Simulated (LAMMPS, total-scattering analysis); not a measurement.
# zinc-blende solid solution (S0.44,Se0.56)Hg: Uiso of Se against temperature

Simulated by classical molecular dynamics (LAMMPS) with the Stillinger-Weber II-VI potential (Zhou et al., Phys. Rev. B 88, 085309 (2013)); 512 atoms, zero pressure, classical nuclei. Uiso is the variance of an atom's position about its mean, per direction. The potential was fitted to tetrahedral crystals; it favours four neighbours in the liquid and keeps the solid to temperatures at which the real compounds have long melted or sublimed.

| T (K) | Uiso of Se (Å²) |
| --- | --- |
| 100 | 0.0026 |
| 300 | 0.0086 |
| 520 | ? |
| 750 | 0.0256 |
| 1200 | 0.0501 |

**Task.** Fit U/T against T with a straight line, read an effective Debye temperature from it, and predict the withheld row.

U/T in 10⁻⁵ Å²/K: 2.600 at 100 K, 2.867 at 300 K, 3.413 at 750 K, 4.175 at 1200 K. The means are 587.5 K and 3.264; Σ(x − x̄)(y − ȳ) = 1020 and Σ(x − x̄)² = 7.2188e+05, so the slope is 1.413e-03 per K and the intercept 2.434.

The intercept is the harmonic part: U = 3ħ²T/(M k θ²) with 3ħ²/(k u Å²) = 145.5 K and M = 78.97 u gives θ = √(145.5/(78.97 × 2.434×10⁻⁵)) = 275 K, an effective value for this element. The slope is the anharmonic part, expansion included: by 1200 K it adds 70 % to U.

At 520 K, U = 520 × (2.434 + 0.735)×10⁻⁵ = 0.0165 Å²; the run gave 0.0162, a miss of +1.9 %.
